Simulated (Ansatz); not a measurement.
**Lattice dynamics of Hf (Im-3m, 1 atom in the cell)**

Task: relax Hf (Im-3m, 1 atom in the cell), then find its harmonic phonons.

Program: Ansatz 0.2.0. Level of theory: DFT LDA, scalar-relativistic, plane waves, norm-conserving pseudopotentials. Results are calculated unless marked as measured.

This is not the structure that Hf takes at ambient pressure and room temperature (hexagonal, No. 194); it is a model or a phase of other conditions.

### 1. The starting structure

The structure is cubic, space group Im-3m (No. 229). The conventional cell has a = 3.610 Å, b = 3.610 Å, c = 3.610 Å, α = 90.00°, β = 90.00°, γ = 90.00°. Nearest to Hf lie 8 Hf at 3.13 Å.

### 2. Rough relaxation

A rough relaxation comes first, because large forces or stress need no tight tolerances yet.

Input file input.yaml:

```yaml
crystal:
  lattice:
    - [-1.805, 1.805, 1.805]
    - [1.805, -1.805, 1.805]
    - [1.805, 1.805, -1.805]
  atoms:
    - { symbol: Hf, position: [0.0, 0.0, 0.0] }
kpoints:
  mp_grid: { grid: [8, 8, 8] }
hamiltonian:
  xc: lda
  pseudopotentials: { kind: nc }
scf:
  occupations: { method: gaussian, width: 0.1 }
output:
  forces: true
  stress: true
  eigenvalues: true
relax:
  adjacent_minimum: "off"
  f_tol: 0.05
  max_steps: 80
  cell: { stress_tol: 0.5 }
```

Launch:

```sh
ansatz run input.yaml --threads 4 --pin off --max-ram 7168MiB --backend cpu --events-out ev --progress --plain --runs-dir out
```

Numbers of over 12 decimals in the logs are rounded to 6 here.

Output:

```text
The last accepted step is kept in <dir> (removed where the run ends without a failure and the disk answers)
Engine: ansatz 0.2.0, aarch64-unknown-linux-gnu
Pseudopotentials: kind: nc
Pseudopotential: Hf, nc, valence charge 12, recommended cutoff 789.130201 eV (normal), Hf.nc.azcp (PseudoDojo's, or run here from an input of PseudoDojo's: the run reads no file of this project's for it)
Functional definition: SPW92
[...]
--- Relaxed structure (2 steps of the walk, 2 accepted, 1 SCFs on fresh bases) ---
  F+E_penalty+E_count = -1535.86559904 eV   max|allowed force component| = 0.000e0 eV/Å   (the final SCF, on the basis selected at the relaxed cell)
  cell:  # Å, volume = 20.2477 Å³
    - [-1.71700625, 1.71700625, 1.71700625]
    - [1.71700625, -1.71700625, 1.71700625]
    - [1.71700625, 1.71700625, -1.71700625]
  atoms:
    - { symbol: Hf, position: [0.0, 0.0, 0.0] }
[key lines of the parts left out:]
SCF converged after 3 iterations
Free energy (F): -1535.865599 eV
Fermi energy:    15.610558 eV
P = ⅓ Tr σ = -0.0054 GPa (-0.054 kbar)
```

The job ended after 3.1 s (4 threads of Arm Neoverse N1, shared host; peak memory 0.26 GiB).

The steps of the relaxation:

```csv
step,energy less that of the first step (eV),largest force component (eV/Å),pressure (GPa),volume (Å³)
1,0.0000,0.0000,-13.68,23.52
2,-0.1563,0.0000,-0.01,20.25
3*,-0.1561,0.0000,-0.01,20.25
```

Relaxation steps marked * repeat the geometry before them on a plane-wave basis chosen anew for their cell, so energy and pressure can jump there.

```csv
"conventional cell, symmetrised",before,after,change
a (Å),3.610,3.434,-4.9 %
b (Å),3.610,3.434,-4.9 %
c (Å),3.610,3.434,-4.9 %
volume (Å³/atom),23.52,20.25,-13.9 %
```

The relaxed structure:

```cif
data_structure
_symmetry_space_group_name_H-M 'P 1'
_symmetry_Int_Tables_number 1
_cell_length_a 2.9739
_cell_length_b 2.9739
_cell_length_c 2.9739
_cell_angle_alpha 109.471
_cell_angle_beta 109.471
_cell_angle_gamma 109.471
_cell_volume 20.25
loop_
_atom_site_label
_atom_site_type_symbol
_atom_site_fract_x
_atom_site_fract_y
_atom_site_fract_z
_atom_site_occupancy
Hf1 Hf 0.00000 0.00000 0.00000 1
```

This step gave:

```yaml
pressure: -0.005420 GPa
volume_per_atom: 20.25 Å³
gap_on_the_k_mesh: 0 eV
```

In this step the volume went from 23.52 to 20.25 Å³/atom.

### 3. Relaxation

Harmonic phonons are second derivatives at a point where the forces vanish, and they are wanted at zero stress, so atoms and cell are relaxed first.

input.yaml, the sections that differ from step 2:

```yaml
crystal:
  lattice:
    - [-1.71700625, 1.71700625, 1.71700625]
    - [1.71700625, -1.71700625, 1.71700625]
    - [1.71700625, 1.71700625, -1.71700625]
  atoms:
    - { symbol: Hf, position: [0.0, 0.0, 0.0] }
kpoints:
  mp_grid: { grid: [16, 16, 16] }
relax:
  adjacent_minimum: "off"
  f_tol: 0.005
  max_steps: 80
  cell: { stress_tol: 0.05 }
# hamiltonian, scf, output: as in step 2
```

Output:

```text
[...]
Crystal: 1 atoms, lattice volume = 20.248 Å³
Basis set: ecut = 789.130201 eV, 959 PW (Γ)
Bands: 10, of which v1, the nominal top of the filled ones, is band 6 counted from 1 (5 counted from 0)
Symmetry: 48 space group operations
[...]
k-points: 145 of 4096
[...]
0.000000      -0.000000      -0.003257
  P = ⅓ Tr σ = -0.0033 GPa (-0.033 kbar)
--- Band table (eV; the first three rows and the last of 145) ---
[...]
--- Relaxed structure (3 steps of the walk, 2 accepted, 1 SCFs on fresh bases) ---
[...]
cell:  # Å, volume = 20.1678 Å³
    - [-1.714745, 1.714745, 1.714745]
    - [1.714745, -1.714745, 1.714745]
    - [1.714745, 1.714745, -1.714745]
  atoms:
    - { symbol: Hf, position: [0.0, 0.0, 0.0] }
[key lines of the parts left out:]
SCF converged after 3 iterations
Free energy (F): -1535.862958 eV
Fermi energy:    15.686819 eV
```

It took 14 s on 4 threads; peak memory 0.34 GiB.

Relaxation path:

```csv
step,energy less that of the first step (eV),largest force component (eV/Å),pressure (GPa),volume (Å³)
1,0.0000,0.0000,-0.45,20.25
2,0.0000,0.0000,0.57,20.07
3,-0.0001,0.0000,0.00,20.17
4*,-0.0001,0.0000,0.00,20.17
```

Relaxation steps marked * repeat the geometry before them on a plane-wave basis chosen anew for their cell, so energy and pressure can jump there. Relaxation step 2 was tried and not accepted.

| conventional cell, symmetrised | before | after | change |
| --- | --- | --- | --- |
| a (Å) | 3.434 | 3.429 | -0.1 % |
| b (Å) | 3.434 | 3.429 | -0.1 % |
| c (Å) | 3.434 | 3.429 | -0.1 % |
| volume (Å³/atom) | 20.25 | 20.17 | -0.4 % |

Final coordinates:

```xyz
1
Lattice="-1.7147 1.7147 1.7147 1.7147 -1.7147 1.7147 1.7147 1.7147 -1.7147" Properties=species:S:1:pos:R:3 pbc="T T T"
Hf    0.0000    0.0000    0.0000
```

Numbers from this step:

* pressure: -0.003257 GPa
* volume per atom: 20.17 Å³

In this step the volume went from 20.25 to 20.17 Å³/atom.

### 4. Relaxing to small forces for the phonons

Phonons need a cell at rest on their own settings, so the relaxation is repeated with tight tolerances on forces and stress, using the mesh and the filling of the phonon run that follows.

input.yaml, the sections that differ from step 3:

```yaml
crystal:
  lattice:
    - [-1.714744951, 1.714744951, 1.714744951]
    - [1.714744951, -1.714744951, 1.714744951]
    - [1.714744951, 1.714744951, -1.714744951]
  atoms:
    - { symbol: Hf, position: [0.0, 0.0, 0.0] }
scf:
  occupations: { method: methfessel_paxton, width: 0.15 }
relax:
  adjacent_minimum: "off"
  f_tol: 0.001
  max_steps: 60
  cell: { stress_tol: 0.01 }
# kpoints, hamiltonian, output: as in step 3
```

Output:

```text
[...]
Crystal: 1 atoms, lattice volume = 20.168 Å³
Basis set: ecut = 789.130201 eV, 959 PW (Γ)
Bands: 10, of which v1, the nominal top of the filled ones, is band 6 counted from 1 (5 counted from 0)
[... 1 set-up line as in the run before ...]
[...]
k-points: 145 of 4096
[...]
0.000000       0.000000      -0.000220
  P = ⅓ Tr σ = -0.0002 GPa (-0.002 kbar)
--- Band table (eV; the first three rows and the last of 145) ---
[...]
--- Relaxed structure (3 steps of the walk, 2 accepted, 1 SCFs on fresh bases) ---
[...]
cell:  # Å, volume = 20.1590 Å³
    - [-1.714495, 1.714495, 1.714495]
    - [1.714495, -1.714495, 1.714495]
    - [1.714495, 1.714495, -1.714495]
  atoms:
    - { symbol: Hf, position: [0.0, 0.0, 0.0] }
[key lines of the parts left out:]
SCF converged after 3 iterations
Free energy (F): -1535.859019 eV
Fermi energy:    15.697505 eV
```

Elapsed: 12 s, on 4 threads; peak memory 0.34 GiB; 31 s of CPU time.

Little changed from the start: no atom moved by 0.005 Å and no cell edge by 0.1 %.

Numbers from this step:

* pressure: -2.20e-4 GPa
* volume per atom: 20.16 Å³

The forces vanish by symmetry and the pressure is 0.000 GPa, within the tolerances set. The cell now holds 20.16 Å³/atom.

### 5. Response at finite wavevector

Stability and thermal properties need the whole zone. Linear response on a 4×4×4 q mesh gives force constants as far as a supercell of that size would.

input.yaml, the sections that differ from step 4:

```yaml
crystal:
  lattice:
    - [-1.7144954714, 1.7144954714, 1.7144954714]
    - [1.7144954714, -1.7144954714, 1.7144954714]
    - [1.7144954714, 1.7144954714, -1.7144954714]
  atoms:
    - { symbol: Hf, position: [0.0, 0.0, 0.0] }
output:
  eigenvalues: true
phonons:
  method: dfpt
  qmesh: [4, 4, 4]
  temperatures: { t_max: 1000, t_step: 50 }
  qpath:
    path:
      - [[0.0, 0.0, 0.0], [0.5, -0.5, 0.5], [0.0, 0.0, 0.5], [0.0, 0.0, 0.0], [0.25, 0.25, 0.25], [0.5, -0.5, 0.5]]
      - [[0.25, 0.25, 0.25], [0.0, 0.0, 0.5]]
    npoints: 10
# kpoints, hamiltonian, scf: as in step 4
# relax: removed
```

Output:

```text
[...]
Crystal: 1 atoms, lattice volume = 20.159 Å³
Basis set: ecut = 789.130201 eV, 959 PW (Γ), exchange–correlation on 60×60×60 points (8 copies of the dense FFT grid, shifted against one another)
Bands: 10, of which v1, the nominal top of the filled ones, is band 6 counted from 1 (5 counted from 0)
[... 1 set-up line as in the run before ...]
k-points: 145 of 4096
[...]
SCF iter   1: F=—  HF=-1535.920763 eV  |F-HF|=—  |Δ(HF+E_count)|=         —  Δρ=2.39e-2  dr2=1.48e-1  ethr=3.10e-3  ⟨swp⟩=6.2  Hψ=10587  notcnv=0
[...]
SCF iter   8: F=-1535.859019 eV  HF=-1535.859019 eV  |F-HF|=0.00e0  |Δ(HF+E_count)|=  5.91e-12  S|Δr|=    0.00e0  Δρ=2.76e-8  dr2=1.91e-13  ethr=1.00e-12  ⟨swp⟩=9.8  Hψ=9362  notcnv=0
SCF 1 converged in 8 iterations: F = -1535.859019 eV  dr2 = 1.91e-13
NSCF: frozen V_eff on 145 k-points
WARN: eigensolver did not converge in 6 slots of this pass, the one above among them; of largest residual over every band (k=70): 1 band(s) unlocked (lowest unlocked band 9, counted from 0; max residual 4.41e-4 eV among the unlocked bands, 4.41e-4 eV over every band); of lowest unlocked band (k=25): band 9
[...]
DFPT response loops at q = (0, 0, 0) (fractional): preconditioner auto → Kerker (q_TF=auto, 2.502 Å⁻¹) (partly filled bands, converged f_vac=0.000); β = 1.00, the filter's whole step (`scf.mixing.beta` (0.50) is not read by the response loops under this deck's `scf.mixing.preconditioner`; to damp them name `kerker` or `kerker_dos`, under which they read `scf.mixing.beta`, and type it under 1.00, their step now; both keys bind the ground state too); Broyden in place of MSR1
[...]
SCF converged after 8 iterations
[...]
Free energy (F): -1535.859019 eV
[...]
Internal energy: -1535.858587 eV  (E = F + TS)
E sigma→0 (E₀):  -1535.858911 eV
Entropy (-TS):   -0.000432 eV (-0.432 meV/atom)
Fermi energy:    15.697506 eV
[...]
--- Band table (eV; the first three rows and the last of 145) ---
[...]
--- Phonons (Γ-DFPT): 1 representative perturbation + reference (Σ response iterations 2) ---
  ASR residual: 7.403e-5 → 0.000e0 eV/Å²; symmetrization residual: 4.066e-20 eV/Å²
  ASR residual per site (eV/Å²): 7.40e-5
  Γ frequencies (cm⁻¹): 0.00 0.00 0.00
--- Phonons (arbitrary-q DFPT): 8 irreducible q on the 4×4×4 mesh ---
  q = [0.0000, 0.0000, 0.0000] (star 1, of the zone-centre solve; hermiticity 2.39e-24, symmetrization 9.15e-16): -0.00 -0.00 -0.00
  q = [0.0000, 0.0000, 0.2500] (star 12, 2 solved perturbations in 3336 linear systems a pass and spin channel, the states on 2176 of 4096 k-point pairs; hermiticity 8.06e-14, symmetrization 4.93e-14, the responses' own estimated error 3.4e-4 eV/Å²): -41.74 54.21 94.25
[...]
q = [0.2500, 0.2500, 0.2500] (star 2, 1 solved perturbation on 589 of 4096 k-point pairs; hermiticity 3.56e-13, symmetrization 3.56e-12, the responses' own estimated error 3.5e-4 eV/Å²): -27.98 -27.98 -27.98
[...]
sum rule: each row above includes the acoustic sum rule's correction from the zone centre's row sums; it moved no ω² by more than (0.34 cm⁻¹)²
  mesh force constants: q→R imaginary residual 0.00e0; ASR residual 7.403e-5 → 0.000e0 eV/Å²; symmetrization residual 3.109e-15 eV/Å²
  interpolated dispersion: 62 rows × 3 modes
  density of states and harmonic sums: on the 28×28×28 q-mesh, interpolated from the force constants of a 4×4×4 supercell (no non-analytic term)
  largest difference from the sums on the solved wave vectors: F 4.73e-2 eV, S 5.89e-5 and C_V 1.20e-5 eV/K
  zero-point energy: 0.012358 eV/cell   skipped modes (ω ≤ 0): 408, of them read as no rigid motion or as one in doubt: 405 (6.620e-1 modes/cell left out, lowest -85.27 cm⁻¹)   left out of the sums: 2.21e-1 of the cell's modes: C_V's classical limit lies that fraction below 3 k_B per atom; for a crystal, a wire or a layer, F and S can be off by more, and a phonons.interpolated_qmesh denser along its periods is the remedy for the sampling
```

Elapsed: 4.6 min, on 4 threads; peak memory 4 GiB.

Numbers from this step:

| Item | Value |
| --- | --- |
| sum-rule residual before enforcement | 7.40e-5 eV/Å² |
| lowest frequency on the path | -85.27 cm⁻¹ |
| highest frequency on the path or at a solved wavevector | 140.8 cm⁻¹ |
| lowest mode on the q mesh (acoustic modes at Γ apart) | -85.24 cm⁻¹ |

Frequencies (cm⁻¹) solved at each irreducible wavevector; negative means imaginary. Frequencies by wavevector, by row:

| q in reciprocal lattice units | star | mode 1 | mode 2 | mode 3 |
| --- | --- | --- | --- | --- |
| 0 0 0 | 1 | 0 | 0 | 0 |
| 0 0 0.25 | 12 | -41.7 | 54.2 | 94.2 |
| 0 0 -0.5 | 6 | -85.2 | 82 | 85.5 |
| 0 0.25 0.25 | 24 | -53.6 | 58.1 | 110.4 |
| 0.25 0.25 0.25 | 2 | -28 | -28 | -28 |
| 0.25 0.25 -0.25 | 6 | 71.5 | 87.3 | 87.3 |
| 0.25 -0.5 -0.5 | 12 | 97.3 | 116.3 | 118.2 |
| -0.5 -0.5 -0.5 | 1 | 140.8 | 140.8 | 140.8 |

Interpolated from a 4×4×4 q mesh. The phonon branches at the labelled points (cm⁻¹):

```
    point  branch 1  branch 2  branch 3
        Γ         0         0         0
  halfway        72        87        87
        H       141       141       141
  halfway        97       116       118
        N       -85        82        86
  halfway       -42        54        94
        Γ         0         0         0
  halfway       -39       -39       120
        P       -28       -28       -28
  halfway        75       109       109
        H       141       141       141
jump to P       -28       -28       -28
  halfway       -83        65        86
        N       -85        82        86
```

The phonon branches as a text plot (rows in cm⁻¹):

```
    136 |         ******                                ***
    127 |         *    **                              *
    117 |        *      **                 ***        **
    108 |       **        *               *          *
     98 |                *      **            *     * *
     89 |     ***          *****  *      *                    ***
     80 |                   ****                   * *       * **
     70 |    ***          *     *  *                        * *
     61 |   **                          *      *  *
     51 |  **                    *  *                        *
     42 |                         *              *          *
     32 | **                       *   *            *      *
     23 |                           **
     14 | *                          *  *
      4 |*                            **
     -5 |                            *   *
    -15 |                          **
    -24 |                                 *     *          *
    -33 |                         *
    -43 |                        *         *
    -52 |                                   ** *   *       *
    -62 |                  *                  *  *
    -71 |                       *                 *         *
    -81 |                   ****                             ****
         Γ           H       N        Γ         P        H|P    N
```

Tetrahedra on a 28×28×28 mesh, mean over bins of 2 cm-1. Interpolated from a 4×4×4 q mesh. Phonon density of states against wavenumber; read off at these points:

wavenumber (cm⁻¹), phonon density of states (1/cm⁻¹/cell) and a bar:
```
      -80     0.0084 #####
      -70     0.0156 ##########
      -60     0.0107 ######
      -50     0.0087 #####
      -40     0.0075 ####
      -30     0.0062 ###
      -20     0.0048 ##
      -10     0.0038 #
        0     0.0038 #
       10     0.0040 #
       20     0.0054 ##
       30     0.0077 ####
       40     0.0104 ######
       50     0.0128 ########
       60     0.0151 ##########
       70     0.0180 ############
       80     0.0224 ###############
       90     0.0292 ####################
      100     0.0429 ##############################
      110     0.0392 ###########################
      120     0.0173 ###########
      130     0.0093 #####
      140     0.0020
```

Second derivatives of the energy by pair, one row for each kind of neighbour of each atom listed. Each entry sums the pair over the periodic images of the supercell that the q mesh stands for, and in a polar crystal it holds the long-range dipole part too. Force constants by pair, by row:

```
atom  neighbour  distance (Å)  third of the trace (eV/Å²)  along the pair's line (eV/Å²)
 Hf1     itself             0                       3.713                              –
 Hf1         Hf          2.97                     -0.7547                         -2.203
 Hf1         Hf         3.429                      0.6088                           1.03
 Hf1         Hf         4.849                       0.002                        -0.3198
 Hf1         Hf         5.686                     -0.0196                         -0.053
 Hf1         Hf         5.939                     -0.0588                         -0.034
 Hf1         Hf         6.858                     -0.2464                        -0.4563
```

Symmetry leaves 8 wavevectors to solve. The lowest mode among them, the acoustic zeros apart, lies at q = (0, 0, -0.5) and is imaginary, 85.2i cm⁻¹, so the energy falls along it.

### 6. Results

| Quantity | Value |
| --- | --- |
| space group after relaxation (within 0.01 Å) | Im-3m |
| volume per atom | 20.2 Å³ |
| electronic character | no gap on this mesh |
| lowest mode on the q mesh (acoustic modes at Γ apart) | -85.2 cm⁻¹ |
| highest frequency on the path or at a solved wavevector | 141 cm⁻¹ |
| imaginary modes on the 4×4×4 q mesh | yes |

**Reading.** Modes are clearly imaginary (beyond 10i cm⁻¹) at 4 of the 8 irreducible wavevectors, most at q = (0, 0, -0.5) (85.2i cm⁻¹), so this structure is not a minimum of the energy. With no gap, or one that is small against the smearing, the frequencies hang on the k mesh and the smearing, most of all near Kohn anomalies. Spin-orbit coupling is left out, which can matter for the heavy elements here. A phonon run warned that its eigensolver left some bands unconverged in a pass. These are harmonic frequencies at zero temperature: anharmonic shifts, linewidths and thermal expansion are left out.

[Logs are printed without paths, hosts, clocks, repeated set-up lines and the standing remarks that a program may print on its own settings, such as how far it seeks lower states.]

[Hosts, paths, dates, database ids (printed as entryN), source tags and the programs' standing remarks are cut or masked in the printed files.]
